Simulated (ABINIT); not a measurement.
# Quasiparticle gap of CsMgF3 (Pm-3m) in ABINIT, part 2 of 3

How does a plane-wave GW calculation on CsMgF3 (Pm-3m) run from the first input to the gap?

ABINIT 10.8.3; LDA and many-body steps on it, plane waves. Known limits of the many-body steps: not at the basis limit; no spin-orbit coupling; coarse k mesh.

So far. Step 2 (Ground state): The gap is direct, at Γ.

### 3. Bands along the symmetry lines

Level of this step: DFT, LDA, plane waves, norm-conserving pseudopotentials (ABINIT).

Levels along a band path, at the cheap level, show where the edges lie and whether the meshes to come will hold them.

The input, run.abi:

```
acell 3*1.0 Angstrom
rprim 
  4.252307000000 0.000000000000 0.000000000000
  0.000000000000 4.252307000000 0.000000000000
  0.000000000000 0.000000000000 4.252307000000
ntypat 3
znucl 55 12 9
natom 5
typat 1 2 3 3 3
xred 
  0.000000000000 0.000000000000 0.000000000000
  0.500000000000 0.500000000000 0.500000000000
  0.000000000000 0.500000000000 0.500000000000
  0.500000000000 0.000000000000 0.500000000000
  0.500000000000 0.500000000000 0.000000000000
pp_dirpath "pseudos"
pseudos "Cs.upf, Mg.upf, F.upf"
ecut 38
iscf -2
irdden 1
kptopt 0
nkpt 50
kpt 
  0.00000000 0.00000000 0.00000000
  0.00000000 0.06250000 0.00000000
  0.00000000 0.12500000 0.00000000
  0.00000000 0.18750000 0.00000000
  0.00000000 0.25000000 0.00000000
  0.00000000 0.31250000 0.00000000
  0.00000000 0.37500000 0.00000000
  0.00000000 0.43750000 0.00000000
  0.00000000 0.50000000 0.00000000
  0.06250000 0.50000000 0.00000000
  0.12500000 0.50000000 0.00000000
  0.18750000 0.50000000 0.00000000
  0.25000000 0.50000000 0.00000000
  0.31250000 0.50000000 0.00000000
  0.37500000 0.50000000 0.00000000
  0.43750000 0.50000000 0.00000000
  0.50000000 0.50000000 0.00000000
  0.43750000 0.43750000 0.00000000
  0.37500000 0.37500000 0.00000000
  0.31250000 0.31250000 0.00000000
  0.25000000 0.25000000 0.00000000
  0.18750000 0.18750000 0.00000000
  0.12500000 0.12500000 0.00000000
  0.06250000 0.06250000 0.00000000
  0.00000000 0.00000000 0.00000000
  0.06250000 0.06250000 0.06250000
  0.12500000 0.12500000 0.12500000
  0.18750000 0.18750000 0.18750000
  0.25000000 0.25000000 0.25000000
  0.31250000 0.31250000 0.31250000
  0.37500000 0.37500000 0.37500000
  0.43750000 0.43750000 0.43750000
  0.50000000 0.50000000 0.50000000
  0.43750000 0.50000000 0.43750000
  0.37500000 0.50000000 0.37500000
  0.31250000 0.50000000 0.31250000
  0.25000000 0.50000000 0.25000000
  0.18750000 0.50000000 0.18750000
  0.12500000 0.50000000 0.12500000
  0.06250000 0.50000000 0.06250000
  0.00000000 0.50000000 0.00000000
  0.50000000 0.50000000 0.50000000
  0.50000000 0.50000000 0.43750000
  0.50000000 0.50000000 0.37500000
  0.50000000 0.50000000 0.31250000
  0.50000000 0.50000000 0.25000000
  0.50000000 0.50000000 0.18750000
  0.50000000 0.50000000 0.12500000
  0.50000000 0.50000000 0.06250000
  0.50000000 0.50000000 0.00000000
istwfk *1
nband 27
nbdbuf 2
tolwfr 1e-08
nstep 40
prtwf 0
prtvol 0
indata_prefix "in"
outdata_prefix "out"
tmpdata_prefix "tmp"
```

Launch:

```bash
$ OMP_NUM_THREADS=1 mpirun -n 4 abinit run.abi > log
```

Numbers of over 12 decimals in the logs are rounded to 6 here.

The program printed:

```text
.Version 10.8.3 of ABINIT. v10.8.2 released Aug 2026.

 Symmetries : space group Pm -3 m (#221); Bravais cP (primitive cubic)
[... echo of the input left out ...]
== DATASET  1 ==================================================================
-   mpi_nproc: 4, omp_nthreads: 1 (-1 if OMP is not activated)

--- !DatasetInfo
iteration_state: {dtset: 1, }
dimensions: {natom: 5, nkpt: 50, mband: 27, nsppol: 1, nspinor: 1, nspden: 1, mpw: 5848, }
cutoff_energies: {ecut:  38.0, pawecutdg:  -1.0, }
electrons: {nelect:   4.00000000E+01, charge:   0.00000000E+00, occopt:   1.00000000E+00, tsmear:   1.00000000E-02, }

 Real(R)+Recip(G) space primitive vectors, cartesian coordinates (Bohr,Bohr^-1):
 R(1)=  8.0356956  0.0000000  0.0000000  G(1)=  0.1244447  0.0000000  0.0000000
 R(2)=  0.0000000  8.0356956  0.0000000  G(2)=  0.0000000  0.1244447  0.0000000
 R(3)=  0.0000000  0.0000000  8.0356956  G(3)=  0.0000000  0.0000000  0.1244447
 Unit cell volume ucvol=  5.1888419E+02 bohr^3
 Angles (23,13,12)=  9.00000000E+01  9.00000000E+01  9.00000000E+01 degrees

 getcut: wavevector=  0.0000  0.0000  0.0000  ngfft=  48  48  48
         ecut(hartree)=     38.000   => boxcut(ratio)=   2.15259

--- Pseudopotential description ------------------------------------------------
- Cs Generated using ONCVPSP code by D. R. Hamann
- 55.00000   9.00000  201201                  znucl, zion, pspdat
12 -1012 3 -1 2328                            pspcod,pspxc,lmax,lloc,mmax
     nproj     2     2     2     2
  pspatm : epsatm=   21.68725381
         --- l  ekb(1:nproj) -->
             0    6.247599    0.778427
             1    6.343167    0.797067
             2    3.778962    0.917083
[...]
pspatm: atomic psp has been read  and splines computed

- Mg Generated using ONCVPSP code by D. R. Hamann
- 12.00000  10.00000  180309                  znucl, zion, pspdat
12 -1012 1 -1 1510                            pspcod,pspxc,lmax,lloc,mmax
     nproj     2     2     0     0
  pspatm : epsatm=    9.23542517
         --- l  ekb(1:nproj) -->
[...]
pspatm: atomic psp has been read  and splines computed

- F Generated using ONCVPSP code by D. R. Hamann
-  9.00000   7.00000  201202                  znucl, zion, pspdat
12 -1012 2 -1 824                             pspcod,pspxc,lmax,lloc,mmax
     nproj     2     2     1     0
  pspatm : epsatm=    4.94580260
         --- l  ekb(1:nproj) -->
[...]
2   -2.364936
 pspatm: atomic psp has been read  and splines computed

--------------------------------------------------------------------------------

================================================================================
 prteigrs : about to open file out_EIG
 Non-SCF case, kpt    1 (  0.00000  0.00000  0.00000), residuals and eigenvalues=
  3.71E-09  2.62E-09  3.47E-09  4.24E-09  9.80E-09  5.00E-09  9.49E-09  3.02E-09
[...]
Non-SCF case, kpt   49 (  0.50000  0.50000  0.06250), residuals and eigenvalues=
[...]
Non-SCF case, kpt   50 (  0.50000  0.50000  0.00000), residuals and eigenvalues=
[...]
-4.5575E-02 -4.1669E-02 -2.0443E-02 -1.6281E-02 -1.6281E-02  1.4530E-02
  1.5543E-02  1.5543E-02  3.4834E-01  4.0680E-01  4.5390E-01  4.5390E-01
[...]
--- !ResultsGS
iteration_state: {dtset: 1, }
comment   : Summary of ground state results
lattice_vectors:
- [  8.0356956,   0.0000000,   0.0000000, ]
- [  0.0000000,   8.0356956,   0.0000000, ]
- [  0.0000000,   0.0000000,   8.0356956, ]
lattice_lengths: [   8.03570,    8.03570,    8.03570, ]
lattice_angles: [ 90.000,  90.000,  90.000, ] # degrees, (23, 13, 12)
lattice_volume:   5.1888419E+02
convergence: {deltae:  0.000E+00, res2:  0.000E+00, residm:  9.999E-09, diffor:  0.000E+00, }
etotal    :  -1.56789819E+02
entropy   :   0.00000000E+00
fermie    :   2.22453065E-02
cartesian_stress_tensor: null
pressure_GPa: null
xred      :
- [  0.0000E+00,   0.0000E+00,   0.0000E+00, Cs]
- [  5.0000E-01,   5.0000E-01,   5.0000E-01, Mg]
- [  0.0000E+00,   5.0000E-01,   5.0000E-01,  F]
- [  5.0000E-01,   0.0000E+00,   5.0000E-01,  F]
- [  5.0000E-01,   5.0000E-01,   0.0000E+00,  F]
cartesian_forces: null
force_length_stats: {min: null, max: null, mean: null, }

 Integrated electronic density in atomic spheres:
 ------------------------------------------------
 Atom  Sphere_radius  Integrated_density
[...]
================================================================================

 ----iterations are completed or convergence reached----

 Mean square residual over all n,k,spin=   62.419E-10; max=  99.990E-10
 reduced coordinates (array xred) for    5 atoms
[...]
cartesian coordinates (angstrom) at end:
    1      0.000000     0.000000     0.000000
    2      2.126154     2.126154     2.126154
    3      0.000000     2.126154     2.126154
    4      2.126154     0.000000     2.126154
    5      2.126154     2.126154     0.000000
 length scales=  1.889726125908  1.889726125908  1.889726125908 bohr
              =  1.000000000000  1.000000000000  1.000000000000 angstroms
 prteigrs : about to open file out_EIG
 Eigenvalues (hartree) for nkpt=  50  k points:
 kpt#   1, nband= 27, wtk=  1.00000, kpt=  0.0000  0.0000  0.0000 (reduced coord)
[...]
kpt#   2, nband= 27, wtk=  1.00000, kpt=  0.0000  0.0625  0.0000 (reduced coord)
[...]
kpt#   3, nband= 27, wtk=  1.00000, kpt=  0.0000  0.1250  0.0000 (reduced coord)
[...]
kpt#  49, nband= 27, wtk=  1.00000, kpt=  0.5000  0.5000  0.0625 (reduced coord)
[...]
0.48211    0.48211    0.50384
 kpt#  50, nband= 27, wtk=  1.00000, kpt=  0.5000  0.5000  0.0000 (reduced coord)
[...]
-0.13400   -0.13400   -0.09606   -0.08543   -0.04557   -0.04167   -0.02044   -0.01628
  -0.01628    0.01453    0.01554    0.01554    0.34834    0.40680    0.45390    0.45390
   0.46267    0.46267    0.51218

== END DATASET(S) ==============================================================
================================================================================

 -outvars: echo values of variables after computation  --------
            nband          27
             nkpt          50
          spgroup         221
 [... the other variables as echoed above ...]

 Calculation completed.
```

Wall time 75 s (4 MPI ranks of Arm Neoverse N1, shared host); peak memory 0.4 GiB; 5 min of CPU time.

This step gave:

```yaml
gap: 6.388 eV
k_of_the_valence_top: 0, 0, 0
k_of_the_conduction_bottom: 0, 0, 0
least_direct_gap: 6.388 eV
```

The gap is 6.388 eV, as in the run before at this level.

Electronic bands along the path, in eV, zero at the top of the highest filled band:

| point | band 17 | band 18 | band 19 | band 20 | band 21 | band 22 | band 23 | band 24 |
| --- | --- | --- | --- | --- | --- | --- | --- | --- |
| Γ | -0.70 | 0.00 | 0.00 | 0.00 | 6.39 | 8.46 | 8.46 | 11.28 |
| halfway | -0.75 | -0.59 | -0.17 | -0.17 | 7.38 | 8.97 | 9.40 | 11.42 |
| X | -0.66 | -0.66 | -0.42 | -0.42 | 9.10 | 9.24 | 9.56 | 11.54 |
| halfway | -0.72 | -0.58 | -0.44 | -0.21 | 9.09 | 9.83 | 10.61 | 11.43 |
| M | -1.05 | -0.21 | -0.18 | -0.18 | 8.87 | 10.46 | 11.75 | 11.75 |
| halfway | -0.80 | -0.57 | -0.39 | -0.04 | 8.11 | 9.46 | 10.23 | 11.22 |
| Γ | -0.70 | 0.00 | 0.00 | 0.00 | 6.39 | 8.46 | 8.46 | 11.28 |
| halfway | -0.77 | -0.46 | -0.14 | -0.14 | 8.52 | 10.11 | 10.11 | 11.14 |
| R | -0.20 | -0.16 | -0.16 | -0.16 | 8.69 | 8.69 | 8.69 | 11.84 |
| halfway | -0.50 | -0.46 | -0.33 | -0.30 | 9.09 | 9.96 | 9.98 | 11.03 |
| X | -0.66 | -0.66 | -0.42 | -0.42 | 9.10 | 9.24 | 9.56 | 11.54 |
| jump to R | -0.20 | -0.16 | -0.16 | -0.16 | 8.69 | 8.69 | 8.69 | 11.84 |
| halfway | -0.60 | -0.20 | -0.18 | -0.18 | 8.79 | 9.63 | 9.63 | 11.55 |
| M | -1.05 | -0.21 | -0.18 | -0.18 | 8.87 | 10.46 | 11.75 | 11.75 |

### 4. Empty states on the mesh, 2×2×2 mesh, 76 bands

The sums over transitions need many empty states on a uniform mesh; this step solves for them.

The input, run.abi:

```
acell 3*1.0 Angstrom
rprim 
  4.252307000000 0.000000000000 0.000000000000
  0.000000000000 4.252307000000 0.000000000000
  0.000000000000 0.000000000000 4.252307000000
ntypat 3
znucl 55 12 9
natom 5
typat 1 2 3 3 3
xred 
  0.000000000000 0.000000000000 0.000000000000
  0.500000000000 0.500000000000 0.500000000000
  0.000000000000 0.500000000000 0.500000000000
  0.500000000000 0.000000000000 0.500000000000
  0.500000000000 0.500000000000 0.000000000000
pp_dirpath "pseudos"
pseudos "Cs.upf, Mg.upf, F.upf"
ecut 38
ngkpt 2 2 2
nshiftk 1
shiftk 0 0 0
kptopt 1
chksymbreak 0
iscf -2
irdden 1
istwfk *1
nband 76
nbdbuf 6
tolwfr 1e-09
nstep 60
prtvol 0
indata_prefix "in"
outdata_prefix "out"
tmpdata_prefix "tmp"
```

The program printed:

```text
.Version 10.8.3 of ABINIT. v10.8.2 released Aug 2026.

 Symmetries : space group Pm -3 m (#221); Bravais cP (primitive cubic)
[... echo of the input left out ...]
== DATASET  1 ==================================================================
-   mpi_nproc: 4, omp_nthreads: 1 (-1 if OMP is not activated)

--- !DatasetInfo
iteration_state: {dtset: 1, }
dimensions: {natom: 5, nkpt: 4, mband: 76, nsppol: 1, nspinor: 1, nspden: 1, mpw: 5846, }
cutoff_energies: {ecut:  38.0, pawecutdg:  -1.0, }
electrons: {nelect:   4.00000000E+01, charge:   0.00000000E+00, occopt:   1.00000000E+00, tsmear:   1.00000000E-02, }

 Real(R)+Recip(G) space primitive vectors, cartesian coordinates (Bohr,Bohr^-1):
 R(1)=  8.0356956  0.0000000  0.0000000  G(1)=  0.1244447  0.0000000  0.0000000
 R(2)=  0.0000000  8.0356956  0.0000000  G(2)=  0.0000000  0.1244447  0.0000000
 R(3)=  0.0000000  0.0000000  8.0356956  G(3)=  0.0000000  0.0000000  0.1244447
 Unit cell volume ucvol=  5.1888419E+02 bohr^3
 Angles (23,13,12)=  9.00000000E+01  9.00000000E+01  9.00000000E+01 degrees

 getcut: wavevector=  0.0000  0.0000  0.0000  ngfft=  48  48  48
         ecut(hartree)=     38.000   => boxcut(ratio)=   2.15259

--- Pseudopotential description ------------------------------------------------
- Cs Generated using ONCVPSP code by D. R. Hamann
- 55.00000   9.00000  201201                  znucl, zion, pspdat
12 -1012 3 -1 2328                            pspcod,pspxc,lmax,lloc,mmax
     nproj     2     2     2     2
  pspatm : epsatm=   21.68725381
         --- l  ekb(1:nproj) -->
             0    6.247599    0.778427
             1    6.343167    0.797067
             2    3.778962    0.917083
[...]
pspatm: atomic psp has been read  and splines computed

- Mg Generated using ONCVPSP code by D. R. Hamann
- 12.00000  10.00000  180309                  znucl, zion, pspdat
12 -1012 1 -1 1510                            pspcod,pspxc,lmax,lloc,mmax
     nproj     2     2     0     0
  pspatm : epsatm=    9.23542517
         --- l  ekb(1:nproj) -->
[...]
pspatm: atomic psp has been read  and splines computed

- F Generated using ONCVPSP code by D. R. Hamann
-  9.00000   7.00000  201202                  znucl, zion, pspdat
12 -1012 2 -1 824                             pspcod,pspxc,lmax,lloc,mmax
     nproj     2     2     1     0
  pspatm : epsatm=    4.94580260
         --- l  ekb(1:nproj) -->
[...]
2   -2.364936
 pspatm: atomic psp has been read  and splines computed

--------------------------------------------------------------------------------

================================================================================
 prteigrs : about to open file out_EIG
 Non-SCF case, kpt    1 (  0.00000  0.00000  0.00000), residuals and eigenvalues=
  2.07E-10  3.03E-10  1.65E-10  1.94E-10  3.21E-10  1.87E-10  3.26E-10  9.91E-11
  2.22E-10  3.59E-10  9.47E-10  1.56E-10  5.37E-10  9.20E-10  1.86E-10  4.41E-10
  4.28E-10  1.71E-10  4.02E-10  7.75E-10  2.79E-10  2.31E-10  4.39E-10  2.35E-10
[...]
2.57E-05  5.05E-06  8.80E-05  1.87E-04
 -2.5915E+00 -1.3935E+00 -1.3935E+00 -1.3935E+00 -6.9653E-01 -6.7317E-01
 -6.7317E-01 -5.8622E-01 -1.2853E-01 -1.2853E-01 -1.2853E-01 -4.0827E-02
 -4.0827E-02 -4.0827E-02 -3.5234E-03 -3.5234E-03 -3.5234E-03  2.2245E-02
[...]
1.3847E+00  1.3847E+00  1.3847E+00  1.4005E+00  1.4372E+00  1.4420E+00
  1.4420E+00  1.4420E+00  1.4649E+00  1.4649E+00  1.4649E+00  1.5403E+00
  1.5404E+00  1.5514E+00  1.5522E+00  1.5539E+00
 prteigrs : prtvol=0 or 1, do not print more k-points.

--- !ResultsGS
iteration_state: {dtset: 1, }
comment   : Summary of ground state results
lattice_vectors:
- [  8.0356956,   0.0000000,   0.0000000, ]
- [  0.0000000,   8.0356956,   0.0000000, ]
- [  0.0000000,   0.0000000,   8.0356956, ]
lattice_lengths: [   8.03570,    8.03570,    8.03570, ]
lattice_angles: [ 90.000,  90.000,  90.000, ] # degrees, (23, 13, 12)
lattice_volume:   5.1888419E+02
convergence: {deltae:  0.000E+00, res2:  0.000E+00, residm:  9.992E-10, diffor:  0.000E+00, }
etotal    :  -1.56789819E+02
entropy   :   0.00000000E+00
fermie    :   2.22453065E-02
cartesian_stress_tensor: null
pressure_GPa: null
xred      :
- [  0.0000E+00,   0.0000E+00,   0.0000E+00, Cs]
- [  5.0000E-01,   5.0000E-01,   5.0000E-01, Mg]
- [  0.0000E+00,   5.0000E-01,   5.0000E-01,  F]
- [  5.0000E-01,   0.0000E+00,   5.0000E-01,  F]
- [  5.0000E-01,   5.0000E-01,   0.0000E+00,  F]
cartesian_forces: null
force_length_stats: {min: null, max: null, mean: null, }

 Integrated electronic density in atomic spheres:
 ------------------------------------------------
 Atom  Sphere_radius  Integrated_density
[...]
================================================================================

 ----iterations are completed or convergence reached----

 Mean square residual over all n,k,spin=   45.972E-11; max=  99.924E-11
 reduced coordinates (array xred) for    5 atoms
[...]
0.500000000000      0.000000000000      0.500000000000
       0.500000000000      0.500000000000      0.000000000000

 cartesian coordinates (angstrom) at end:
    1      0.000000     0.000000     0.000000
[...]
5      2.126154     2.126154     0.000000
 length scales=  1.889726125908  1.889726125908  1.889726125908 bohr
              =  1.000000000000  1.000000000000  1.000000000000 angstroms
 prteigrs : about to open file out_EIG
 Eigenvalues (hartree) for nkpt=   4  k points:
 kpt#   1, nband= 76, wtk=  0.12500, kpt=  0.0000  0.0000  0.0000 (reduced coord)
[...]
1.16750    1.22672    1.22672    1.22672    1.38467    1.38467    1.38467    1.40053
   1.43715    1.44201    1.44201    1.44201    1.46486    1.46486    1.46486    1.54033
   1.54039    1.55135    1.55216    1.55388
 prteigrs : prtvol=0 or 1, do not print more k-points.

== END DATASET(S) ==============================================================
================================================================================

 -outvars: echo values of variables after computation  --------
            nband          76
             nkpt           4
          spgroup         221
 [... the other variables as echoed above ...]

 Calculation completed.
```

It took 24 s on 4 MPI ranks; peak memory 0.32 GiB; 97 s of CPU time.

Numbers from this step:

```yaml
gap: 6.388 eV
k_of_the_valence_top: 0, 0, 0
k_of_the_conduction_bottom: 0, 0, 0
least_direct_gap: 6.388 eV
k_points_computed: 4
lowest_point_of_the_top_converged_band_above_the_valence_top: 38.54 eV
```

On this mesh the gap is 6.388 eV.

### 5. Screening, 2×2×2 mesh, 70 bands, screening to 106.1 eV

The RPA dielectric matrix is built and inverted for each q.

This step: RPA screening on LDA, plane waves, norm-conserving pseudopotentials.

Changes to run.abi since step 4:

```diff
@@ -23,10 +23,11 @@
 chksymbreak 0
-iscf -2
-irdden 1
 istwfk *1
-nband 76
-nbdbuf 6
-tolwfr 1e-09
-nstep 60
-prtvol 0
+occopt 1
+irdwfk 1
+optdriver 3
+nband 70
+ecuteps 3.9
+inclvkb 2
+awtr 1
+symchi 1
 indata_prefix "in"
```

The program printed:

```text
.Version 10.8.3 of ABINIT. v10.8.2 released Aug 2026.

 Symmetries : space group Pm -3 m (#221); Bravais cP (primitive cubic)
[... echo of the input left out ...]
== DATASET  1 ==================================================================
-   mpi_nproc: 4, omp_nthreads: 1 (-1 if OMP is not activated)

--- !DatasetInfo
iteration_state: {dtset: 1, }
dimensions: {natom: 5, nkpt: 4, mband: 70, nsppol: 1, nspinor: 1, nspden: 1, mpw: 5846, }
cutoff_energies: {ecut:  38.0, pawecutdg:  -1.0, }
electrons: {nelect:   4.00000000E+01, charge:   0.00000000E+00, occopt:   1.00000000E+00, tsmear:   1.00000000E-02, }

 SCREENING: Calculation of the susceptibility and dielectric matrices

 Based on a program developped by R.W. Godby, V. Olevano, G. Onida, and L. Reining.
 Incorporated in ABINIT by V. Olevano, G.-M. Rignanese, and M. Torrent.
.Using double precision arithmetic ; gwpc =  8

[... cell and pseudopotentials left out ...]
--------------------------------------------------------------------------------

 ==== K-mesh for the wavefunctions ====
 Number of points in the irreducible wedge :     4
[... list of points left out ...]
 Together with 48 symmetry operations and time-reversal symmetry
 yields     8 points in the full Brillouin Zone.

 ==== Q-mesh for the screening function ====
 Number of points in the irreducible wedge :     4
[... list of points left out ...]
 Together with 48 symmetry operations and time-reversal symmetry
 yields     8 points in the full Brillouin Zone.

 setmesh: FFT mesh size selected  =    30x   30x   30
          total number of points  =        27000

 vcoul_init : cutoff-mode = AUXILIARY_FUNCTION
 q-points for optical limit:   1
     1)      0.000010    0.000020    0.000030

- screening: taking advantage of time-reversal symmetry
- Maximum band index for partially occupied states nbvw = 20
- Remaining bands to be divided among processors   nbcw = 50
- Number of bands treated by each node ~12

 Number of electrons calculated from density =   40.0000; Expected =   40.0000
 average of density, n =  0.077088
 r_s =    1.4576
 omega_plasma =   26.7825 [eV]

 calculating chi0 at frequencies [eV] :
  1    0.000000E+00    0.000000E+00
  2    0.000000E+00    2.678245E+01

--------------------------------------------------------------------------------
  q-point number  1        q = ( 0.000000, 0.000000, 0.000000) [r.l.u.]
--------------------------------------------------------------------------------
[... chi0 elements left out ...]
 For q-point:  0.000010 0.000020 0.000030
  dielectric constant =   2.4701
  dielectric constant without local fields =   2.7183

  Average fulfillment of the sum rule on Im[epsilon] for q-point    1 :     34.35  [%]
[... wings left out ...]
  q-point number  2        q = ( 0.500000, 0.000000, 0.000000) [r.l.u.]
--------------------------------------------------------------------------------
[... chi0 elements left out ...]
  Average fulfillment of the sum rule on Im[epsilon] for q-point    2 :     42.82  [%]

 [... 2 further q-points ...]
```

Run time: 16 s. Hardware: 4 MPI ranks; peak memory 0.74 GiB.

This step gave:

```
ε∞ with local fields, on this mesh, along the program's q direction : 2.470
the same without local fields                                       : 2.718
plasma frequency                                                    : 26.78 eV
plane waves in the screening matrix                                 : 179
```

Local fields lower ε∞ by 9 %. On a Γ-centred mesh this coarse the value itself is usually too large, while a short band sum pulls it down.

(Continued in part 3 of 3.)

[Paths, hosts, dates, memory and timing lines, banners, echoed tables and standing remarks are left out of the program output.]

[Logs are printed without paths, hosts, clocks, repeated set-up lines and the standing remarks that a program may print on its own settings, such as how far it seeks lower states.]

[Runs of the session that timed out or met a known fault of the program may be left out.]

[Hosts, paths, dates, database ids (printed as entryN), source tags and the programs' standing remarks are cut or masked in the printed files.]

[G0W0 gaps are taken among the corrected bands and points alone; a level outside them can change the order at an edge.]

[Where Ansatz stands beside ABINIT at settings called matched, ABINIT's density can come from a denser mesh and the files from another edition; pairs whose starting gaps differed by over 0.03 eV were left out, so agreement reads better than it is.]
